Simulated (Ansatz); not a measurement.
# A vacancy of C at several sites of B-doped (8,8) carbon nanotube bundle (96 atoms)

Aim: make a vacancy of C at several sites of B-doped (8,8) carbon nanotube bundle (96 atoms), relax each, and compare their energies.

Calculated with Ansatz 0.2.0; Kohn-Sham DFT, PBE+D3(BJ), PAW (set soft_2), plane waves.

**1. The structure**

The cell holds 96 atoms: 79 C and 17 B. Its edges and angles: a = 14.150 Å, b = 14.150 Å, c = 7.380 Å, α = 90.0°, β = 90.0°, γ = 120.0°. It derives from C and B (graphene). Graphene sheet (a = 2.46 Å) rolled into a (8,8) tube of diameter 10.85 Å, 3 periods, hexagonal bundle with 3.3 Å between walls, 17 C replaced by B at random; not relaxed, displaced by a Gaussian of 0.02 Å.

**2. Single point at the start**

A single point comes first, to see the forces before anything moves.

File input.yaml:

```yaml
crystal:
  lattice:
    - [14.15015, 0.0, 0.0]
    - [-7.07508, 12.25439, 0.0]
    - [0.0, 0.0, 7.38]
  atoms:
    - { symbol: C, position: [0.41055, 0.06326, 0.16876] }
    - { symbol: C, position: [0.4311, 0.11766, 0.00419] }
    - { symbol: C, position: [0.44143, 0.2212, 0.99729] }
    - { symbol: C, position: [0.44027, 0.27264, 0.16776] }
    - { symbol: C, position: [0.41021, 0.35312, 0.16194] }
    - { symbol: C, position: [0.38488, 0.3836, 0.00316] }
    - { symbol: C, position: [0.31177, 0.42609, 0.9985] }
    - { symbol: C, position: [0.26962, 0.43696, 0.17055] }
    - { symbol: C, position: [0.17072, 0.43727, 0.16929] }
    - { symbol: C, position: [0.11461, 0.42826, 0.32942] }
    - { symbol: B, position: [0.99885, 0.38317, 0.99895] }
    - { symbol: C, position: [0.94078, 0.35076, 0.17013] }
    - { symbol: C, position: [0.82982, 0.26925, 0.16483] }
    - { symbol: C, position: [0.78018, 0.2214, 0.33669] }
    - { symbol: C, position: [0.68606, 0.11282, 0.00083] }
    - { symbol: B, position: [0.64802, 0.05828, 0.16467] }
    - { symbol: C, position: [0.59144, 0.9414, 0.1719] }
    - { symbol: C, position: [0.57104, 0.88606, 0.00084] }
    - { symbol: C, position: [0.55239, 0.77668, 0.99735] }
    - { symbol: C, position: [0.56391, 0.73043, 0.16738] }
    - { symbol: C, position: [0.58826, 0.64381, 0.16731] }
    - { symbol: B, position: [0.61175, 0.61258, 0.99996] }
    - { symbol: C, position: [0.687, 0.57418, 0.33012] }
    - { symbol: C, position: [0.73273, 0.56023, 0.16464] }
    - { symbol: C, position: [0.83149, 0.56433, 0.16655] }
    - { symbol: C, position: [0.88628, 0.57159, 0.99808] }
    - { symbol: C, position: [0.00081, 0.6143, 0.33638] }
    - { symbol: C, position: [0.05723, 0.64692, 0.16643] }
    - { symbol: C, position: [0.16891, 0.72888, 0.16566] }
    - { symbol: C, position: [0.2205, 0.77753, 0.99724] }
    - { symbol: C, position: [0.31355, 0.88686, 0.33809] }
    - { symbol: C, position: [0.34912, 0.94059, 0.16344] }
    - { symbol: C, position: [0.40878, 0.05523, 0.49953] }
    - { symbol: C, position: [0.42605, 0.11406, 0.33371] }
    - { symbol: C, position: [0.44402, 0.22037, 0.33083] }
    - { symbol: B, position: [0.43781, 0.27004, 0.50024] }
    - { symbol: C, position: [0.41136, 0.35487, 0.49601] }
    - { symbol: C, position: [0.38512, 0.38371, 0.33337] }
    - { symbol: C, position: [0.3122, 0.42549, 0.33695] }
    - { symbol: C, position: [0.27069, 0.4394, 0.50219] }
    - { symbol: C, position: [0.16876, 0.43878, 0.50004] }
    - { symbol: C, position: [0.11453, 0.42917, 0.66768] }
    - { symbol: C, position: [0.00216, 0.38339, 0.33627] }
    - { symbol: C, position: [0.94242, 0.34944, 0.50245] }
    - { symbol: C, position: [0.82998, 0.26878, 0.4953] }
    - { symbol: C, position: [0.77719, 0.22237, 0.66831] }
    - { symbol: C, position: [0.68451, 0.11293, 0.33831] }
    - { symbol: B, position: [0.648, 0.0591, 0.49709] }
    - { symbol: C, position: [0.59189, 0.93828, 0.50246] }
    - { symbol: C, position: [0.57215, 0.88554, 0.33501] }
    - { symbol: C, position: [0.55778, 0.77946, 0.33142] }
    - { symbol: C, position: [0.56037, 0.7307, 0.49566] }
    - { symbol: C, position: [0.59249, 0.6504, 0.49377] }
    - { symbol: B, position: [0.61585, 0.61651, 0.33415] }
    - { symbol: C, position: [0.68522, 0.57214, 0.66768] }
    - { symbol: C, position: [0.7304, 0.56197, 0.49537] }
    - { symbol: B, position: [0.83083, 0.55819, 0.50054] }
    - { symbol: C, position: [0.88374, 0.56961, 0.33453] }
    - { symbol: B, position: [0.99939, 0.61557, 0.66799] }
    - { symbol: C, position: [0.05468, 0.64766, 0.50122] }
    - { symbol: C, position: [0.17072, 0.73131, 0.49655] }
    - { symbol: C, position: [0.22396, 0.779, 0.33179] }
    - { symbol: C, position: [0.31183, 0.88466, 0.66339] }
    - { symbol: B, position: [0.3515, 0.94362, 0.50085] }
    - { symbol: C, position: [0.40733, 0.05548, 0.83496] }
    - { symbol: B, position: [0.42871, 0.11455, 0.66776] }
    - { symbol: C, position: [0.44278, 0.22363, 0.67128] }
    - { symbol: C, position: [0.43828, 0.26983, 0.83509] }
    - { symbol: C, position: [0.40898, 0.354, 0.83829] }
    - { symbol: C, position: [0.38277, 0.38357, 0.66904] }
    - { symbol: C, position: [0.31403, 0.42722, 0.66309] }
    - { symbol: C, position: [0.26588, 0.43635, 0.83476] }
    - { symbol: B, position: [0.17001, 0.44109, 0.83614] }
    - { symbol: C, position: [0.11249, 0.42859, 0.99904] }
    - { symbol: C, position: [0.00311, 0.38678, 0.66749] }
    - { symbol: C, position: [0.94431, 0.3515, 0.82991] }
    - { symbol: B, position: [0.8291, 0.26977, 0.83059] }
    - { symbol: C, position: [0.77983, 0.22164, 0.0019] }
    [... 12 atom lines left out ...]
    - { symbol: C, position: [0.99865, 0.61726, 0.99812] }
    - { symbol: C, position: [0.0609, 0.6502, 0.83564] }
    - { symbol: B, position: [0.17105, 0.73408, 0.83648] }
    - { symbol: C, position: [0.2227, 0.77972, 0.6636] }
    - { symbol: C, position: [0.31176, 0.88258, 0.0028] }
    - { symbol: C, position: [0.35006, 0.94127, 0.83652] }
kpoints:
  mp_grid: { grid: [1, 1, 2] }
hamiltonian:
  xc: pbe
  dispersion: d3bj
scf:
  occupations: { method: gaussian, width: 0.05 }
output:
  forces: true
```

Launch:

```
$ ansatz run input.yaml --threads 4 --pin off --max-ram 15872MiB --backend cpu --events-out ev --progress --plain --runs-dir out
```

The program printed:

```text
[...]
Pseudopotentials: kind: paw
Pseudopotential: C, paw, valence charge 4, recommended cutoff 420 eV (normal), C.paw.azcp
Pseudopotential: B, paw, valence charge 3, recommended cutoff 420 eV (normal), B.paw.azcp
[... 5 lines on functional and potentials left out ...]
Crystal: 96 atoms, lattice volume = 1279.703 Å³
Basis set: ecut = 420 eV, 24979 PW (Γ), exchange–correlation on 192×192×100 points (8 copies of the dense FFT grid, shifted against one another)
Bands: 280, of which v1, the nominal top of the filled ones, is band 184 counted from 1 (183 counted from 0)
Symmetry: 1 space group operations
Space group: P1 (ITA 1), of the structure as read, at distance tolerance 1.1e-4 Å
k-points: 2
[... 5 lines on functional and potentials left out ...]
Initial density: superposition of atomic densities (neutral atoms: chi_scale 0, normalization atom), corrected by the library's trained network
Initial wavefunctions: pseudopotential atomic-orbital guess
[...]
SCF iter   1: F=—  HF=-22445.424247 eV  |F-HF|=—  |Δ(HF+E_count)|=         —  Δρ=9.98e-3  dr2=3.97e0  ethr=1.77e-3  ⟨swp⟩=7.5  Hψ=2861  notcnv=0  defer=145
preconditioner: auto → LDOS  [metal: Δε(μ)=0.024 eV  Ē_g=14.059 eV  σ=0.050 eV  W_gap=0.27  n_scr=232 (ndim 8)  ℏωp=19.9 eV  f_vac=0.326  D(μ)=31.11/eV (n_scr^D=208)  β→1.0]
[...]
SCF iter  13: F=—  HF=-22445.009407 eV  |F-HF|=—  |Δ(HF+E_count)|=   5.04e-8  Δρ=3.36e-6  dr2=2.71e-7  ethr=2.15e-10  ⟨swp⟩=2.0  Hψ=640  notcnv=0  defer=178
SCF iter  14: F=-22445.009407 eV  HF=-22445.009407 eV  |F-HF|=7.02e-8  |Δ(HF+E_count)|=   2.57e-8  Δρ=1.95e-6  dr2=9.16e-8  ethr=2.72e-11  ⟨swp⟩=4.0  Hψ=1579  notcnv=0
SCF 1 converged in 14 iterations: F = -22445.009407 eV  dr2 = 9.16e-8
[...]
SCF converged after 14 iterations
Free energy (F): -22445.009407 eV
Harris-Foulkes:  -22445.009407 eV  (|F-HF|=7.02e-8)
Internal energy: -22444.958924 eV  (E = F + TS)
E sigma→0 (E₀):  -22444.984166 eV
Entropy (-TS):   -0.050483 eV (-0.526 meV/atom)
Fermi energy:    1.713267 eV
--- Per-component energies (eV) ---
[...]
Σ components = -22445.009407   (vs F -22445.009407, Δ=0.00e0)
--- Forces (eV/Å), atoms counted from 1 ---
  atom   1  C      0.66727929    -3.58823268    -1.26601050
  atom   2  C     -0.21430069    -1.41217578    -1.48234617
  atom   3  C      0.06833734     1.27426345     2.10819647
  atom   4  C      1.53351175    -2.00994910    -1.24175510
[...]
atom  96  C      0.07347848    -0.25120091    -0.20176706
  max |Σ_I F_I| component: 1.48e-4 eV/Å
```

It took 10 s on 4 threads of Intel Xeon 6975P-C (Granite Rapids), shared host; peak memory 3.7 GiB; 38 s of CPU time.

The r.m.s. force at the start is 2.0 eV/Å.

**3. Relaxation**

The atoms are relaxed in the fixed cell, aiming at the force tolerance of the input.

File input.yaml:

```yaml
crystal:
  lattice:
    - [14.15015, 0.0, 0.0]
    - [-7.07508, 12.25439, 0.0]
    - [0.0, 0.0, 7.38]
  atoms:
    [... the 96 atom lines of step 2 ...]
kpoints:
  mp_grid: { grid: [1, 1, 2] }
hamiltonian:
  xc: pbe
  dispersion: d3bj
scf:
  occupations: { method: gaussian, width: 0.05 }
output:
  forces: true
relax:
  f_tol: 0.05
  max_steps: 120
```

The program printed:

```text
[...]
Crystal: 96 atoms, lattice volume = 1279.703 Å³
Basis set: ecut = 420 eV, 24979 PW (Γ), exchange–correlation on 192×192×100 points (8 copies of the dense FFT grid, shifted against one another)
Bands: 280, of which v1, the nominal top of the filled ones, is band 184 counted from 1 (183 counted from 0)
Symmetry: 1 space group operations
[...]
k-points: 2
[...]
SCF iter   1: F=—  HF=-22445.424250 eV  |F-HF|=—  |Δ(HF+E_count)|=         —  Δρ=9.98e-3  dr2=3.97e0  ethr=1.77e-3  ⟨swp⟩=7.5  Hψ=2861  notcnv=0  defer=145
[...]
SCF iter   8: F=—  HF=-22445.009420 eV  |F-HF|=—  |Δ(HF+E_count)|=   4.08e-5  Δρ=6.99e-5  dr2=1.37e-4  ethr=1.40e-7  ⟨swp⟩=2.0  Hψ=633  notcnv=0  defer=178
SCF iter   9: F=-22445.009384 eV  HF=-22445.009410 eV  |F-HF|=2.61e-5  |Δ(HF+E_count)|=   9.62e-6  Δρ=3.58e-5  dr2=3.40e-5  ethr=1.70e-8  ⟨swp⟩=3.0  Hψ=1609  notcnv=0
SCF 1 converged in 9 iterations: F = -22445.009384 eV  dr2 = 3.40e-5
[...]
relax step   1: F+E_penalty+E_count = -22445.00938399 eV  Δ(F+E_penalty+E_count) = +0.000e0 eV  max|allowed force component| = 7.928e0 eV/Å  Δτ_max = 0.0000 Å  (9 SCF iters, dr2 threshold 6.25e-5 eV, accepted)
[...]
relax step   2: F+E_penalty+E_count = -22455.80927431 eV  Δ(F+E_penalty+E_count) = -1.080e1 eV  max|allowed force component| = 5.118e0 eV/Å  Δτ_max = 0.1948 Å  (10 SCF iters, dr2 threshold 1.00e-4 eV, accepted)
[...]
relax step   3: F+E_penalty+E_count = -22459.35675331 eV  Δ(F+E_penalty+E_count) = -3.547e0 eV  max|allowed force component| = 7.943e-1 eV/Å  Δτ_max = 0.1944 Å  (9 SCF iters, dr2 threshold 1.00e-4 eV, accepted)
relax step   4: F+E_penalty+E_count = -22460.27113646 eV  Δ(F+E_penalty+E_count) = -9.144e-1 eV  max|allowed force component| = 6.080e-1 eV/Å  Δτ_max = 0.1936 Å  (9 SCF iters, dr2 threshold 3.94e-5 eV, accepted)
relax step   5: F+E_penalty+E_count = -22460.63657321 eV  Δ(F+E_penalty+E_count) = -3.654e-1 eV  max|allowed force component| = 7.575e-1 eV/Å  Δτ_max = 0.2000 Å  (9 SCF iters, dr2 threshold 2.31e-5 eV, accepted)
relax step   6: F+E_penalty+E_count = -22460.76863784 eV  Δ(F+E_penalty+E_count) = -1.321e-1 eV  max|allowed force component| = 3.854e-1 eV/Å  Δτ_max = 0.1143 Å  (7 SCF iters, dr2 threshold 1.00e-4 eV, accepted)
relax step   7: F+E_penalty+E_count = -22460.84698038 eV  Δ(F+E_penalty+E_count) = -7.834e-2 eV  max|allowed force component| = 1.821e-1 eV/Å  Δτ_max = 0.0479 Å  (7 SCF iters, dr2 threshold 3.85e-5 eV, accepted)
relax step   8: F+E_penalty+E_count = -22460.65455442 eV  Δ(F+E_penalty+E_count) = +1.924e-1 eV  max|allowed force component| = 2.127e0 eV/Å  Δτ_max = 0.1589 Å  (7 SCF iters, dr2 threshold 7.40e-6 eV, rejected (line search))
relax step   9: F+E_penalty+E_count = -22460.88298724 eV  Δ(F+E_penalty+E_count) = -3.601e-2 eV  max|allowed force component| = 7.882e-2 eV/Å  Δτ_max = 0.0547 Å  (10 SCF iters, accepted)
relax step  10: F+E_penalty+E_count = -22460.88759421 eV  Δ(F+E_penalty+E_count) = -4.607e-3 eV  max|allowed force component| = 8.079e-2 eV/Å  Δτ_max = 0.0246 Å  (8 SCF iters, accepted)
relax step  11: F+E_penalty+E_count = -22460.89098359 eV  Δ(F+E_penalty+E_count) = -3.389e-3 eV  max|allowed force component| = 7.684e-2 eV/Å  Δτ_max = 0.0164 Å  (7 SCF iters, accepted)
relax step  12: F+E_penalty+E_count = -22460.89531940 eV  Δ(F+E_penalty+E_count) = -4.336e-3 eV  max|allowed force component| = 3.402e-2 eV/Å  Δτ_max = 0.0348 Å  (7 SCF iters, dr2 threshold 5.34e-6 eV, accepted)
[...]
relax step  13: F+E_penalty+E_count = -22460.89531979 eV  Δ(F+E_penalty+E_count) = -3.935e-7 eV  max|allowed force component| = 3.405e-2 eV/Å  Δτ_max = 0.0000 Å  (3 SCF iters, accepted)
SCF converged after 3 iterations
Free energy (F): -22460.895320 eV
[...]
Internal energy: -22460.884927 eV  (E = F + TS)
E sigma→0 (E₀):  -22460.890123 eV
Entropy (-TS):   -0.010393 eV (-0.108 meV/atom)
Fermi energy:    2.049505 eV
[...]
Σ components = -22460.895320   (vs F -22460.895320, Δ=0.00e0)
--- Forces (eV/Å), atoms counted from 1 ---
  atom   1  C      0.00018967    -0.00657654     0.00533093
  atom   2  C     -0.01010861     0.03405017     0.00043979
  atom   3  C      0.01061130    -0.02466547     0.01287705
  atom   4  C     -0.01966964     0.01112930    -0.01135055
[...]
atom  96  C     -0.00716490    -0.00713472    -0.01774541
  max |Σ_I F_I| component: 2.91e-4 eV/Å
--- Relaxed structure (13 steps of the walk, 12 accepted, 0 SCFs on fresh bases) ---
  F+E_penalty+E_count = -22460.89531979 eV   max|allowed force component| = 3.405e-2 eV/Å
  atoms:
    - { symbol: C, position: [0.424202, 0.058437, 0.163254] }
    - { symbol: C, position: [0.441858, 0.113785, -0.00204657] }
    - { symbol: C, position: [0.458562, 0.221934, 0.996477] }
    - { symbol: C, position: [0.454449, 0.269193, 0.162241] }
[...]
- { symbol: C, position: [0.362931, 0.938251, 0.834456] }
```

The job ended after 86 s (4 threads; peak memory 3.7 GiB).

The relaxation converged after 13 steps, 15.9 eV below its start, with a largest force component of 0.034 eV/Å.

**4. Single point at the relaxed geometry**

One more single point at the end of the walk gives the fuller output and checks the residual forces.

File input.yaml:

```yaml
crystal:
  lattice:
    - [14.15015, 0.0, 0.0]
    - [-7.07508, 12.25439, 0.0]
    - [0.0, 0.0, 7.38]
  atoms:
    - { symbol: C, position: [0.4242, 0.05844, 0.16325] }
    - { symbol: C, position: [0.44186, 0.11378, 0.99795] }
    - { symbol: C, position: [0.45856, 0.22193, 0.99648] }
    - { symbol: C, position: [0.45445, 0.26919, 0.16224] }
    - { symbol: C, position: [0.41902, 0.34786, 0.16539] }
    - { symbol: C, position: [0.39182, 0.37944, 0.99856] }
    [... 84 atom lines left out ...]
    - { symbol: C, position: [0.99606, 0.61097, 0.9996] }
    - { symbol: C, position: [0.05567, 0.63371, 0.83799] }
    - { symbol: B, position: [0.17213, 0.72126, 0.83114] }
    - { symbol: C, position: [0.23116, 0.77717, 0.65898] }
    - { symbol: C, position: [0.318, 0.88338, 0.00026] }
    - { symbol: C, position: [0.36293, 0.93825, 0.83446] }
kpoints:
  mp_grid: { grid: [1, 1, 2] }
hamiltonian:
  xc: pbe
  dispersion: d3bj
scf:
  occupations: { method: gaussian, width: 0.05 }
output:
  forces: true
  stress: true
  populations: intrinsic
  dos:
    method: { smearing: { sigma: 0.15 } }
    de: 0.1
    projected: { site_lists: { B: [B], C: [C] } }
  eigenvalues: true
  write_density: true
  write_potential: true
  volumetric_format: npy
  elf: true
```

The program printed:

```text
[...]
Crystal: 96 atoms, lattice volume = 1279.703 Å³
Basis set: ecut = 420 eV, 24979 PW (Γ), exchange–correlation on 192×192×100 points (8 copies of the dense FFT grid, shifted against one another)
Bands: 280, of which v1, the nominal top of the filled ones, is band 184 counted from 1 (183 counted from 0)
Symmetry: 1 space group operations
[...]
k-points: 2
[...]
SCF iter   1: F=—  HF=-22461.532963 eV  |F-HF|=—  |Δ(HF+E_count)|=         —  Δρ=1.04e-2  dr2=3.99e0  ethr=1.77e-3  ⟨swp⟩=7.0  Hψ=2878  notcnv=0  defer=139
[...]
SCF iter  11: F=-22460.895299 eV  HF=-22460.895299 eV  |F-HF|=5.58e-9  |Δ(HF+E_count)|=   2.01e-8  Δρ=9.39e-7  dr2=1.58e-8  ethr=2.72e-11  ⟨swp⟩=29.5  Hψ=5906  notcnv=0
SCF 1 converged in 11 iterations: F = -22460.895299 eV  dr2 = 1.58e-8
[...]
WARN: The output density's exchange-correlation potential varies sharply where the density is thin. Do not read a vacuum level from v_tot or v_xc, or from such a field of the output density. On a cell that repeats whose density bears no net charge and no dipole along the vacuum's axis use v_es (v_loc + v_h of the components); [...]
SCF converged after 11 iterations
Free energy (F): -22460.895299 eV
[...]
Internal energy: -22460.884897 eV  (E = F + TS)
E sigma→0 (E₀):  -22460.890098 eV
Entropy (-TS):   -0.010402 eV (-0.108 meV/atom)
Fermi energy:    2.049523 eV
[...]
--- Forces (eV/Å), atoms counted from 1 ---
  atom   1  C      0.00156425    -0.01127999     0.00695470
  atom   2  C     -0.01285821     0.03875999     0.00257371
  atom   3  C      0.01136188    -0.02422207     0.01139217
  atom   4  C     -0.02050013     0.01209889    -0.01000653
  atom   5  C      0.00921155    -0.00845746     0.00103502
  atom   6  C      0.00266853     0.00381843    -0.00435427
  atom   7  C      0.00918967    -0.00288238    -0.00940235
  atom   8  C      0.00276267    -0.00122455     0.01056537
  atom   9  C     -0.01022982     0.00317230    -0.00347388
  atom  10  C     -0.00941974     0.00208163    -0.00007454
  atom  11  B      0.01374256     0.00639045    -0.00326852
  atom  12  C     -0.00143506    -0.00645477     0.00724898
  atom  13  C      0.02537669     0.01449178    -0.01386963
  atom  14  C     -0.01916415    -0.03019424    -0.00144813
[...]
atom  95  C     -0.00871491    -0.00837320     0.00567641
  atom  96  C     -0.00772448    -0.00594171    -0.01905896
  max |Σ_I F_I| component: 6.60e-5 eV/Å
--- Stress (GPa, compression-positive) ---
        0.223008      -0.153083       0.104606
       -0.153082       0.010616      -0.035990
        0.104605      -0.035990      13.105114
  P = ⅓ Tr σ = 4.4462 GPa (44.462 kbar)
--- Band table (eV) ---
[...]
--- intrinsic populations: 96 sites ---
  site symbol       q [e]
     0      C      3.9865
     1      C      3.9702
     2      C      3.9906
[...]
95      C      3.9250
  spilling = -0.000000 (of n_electrons = 367.000000)
```

Run time: 17 s. Hardware: 4 threads; peak memory 3.7 GiB; 66 s of CPU time.

The program notes that the exchange-correlation potential is rough where the density is thin.

Read from the output:

- free energy: -22460.8953 eV
- free energy per atom: -233.9677 eV/atom
- SCF cycles: 11
- pressure: 4.446 GPa
- r.m.s. force component: 0.01219 eV/Å
- longest force: 0.04092 eV/Å
- Fermi energy: 2.05 eV
- levels partly filled by over 2 per cent: 3

(Continued in part 2 of 3.)

[Long decimals in the printed logs are rounded to 6 places.]

[Logs are printed without paths, hosts, clocks, repeated set-up lines and the standing remarks that a program may print on its own settings, such as how far it seeks lower states.]

[Hosts, paths, dates, database ids (printed as entryN), source tags and the programs' standing remarks are cut or masked in the printed files.]
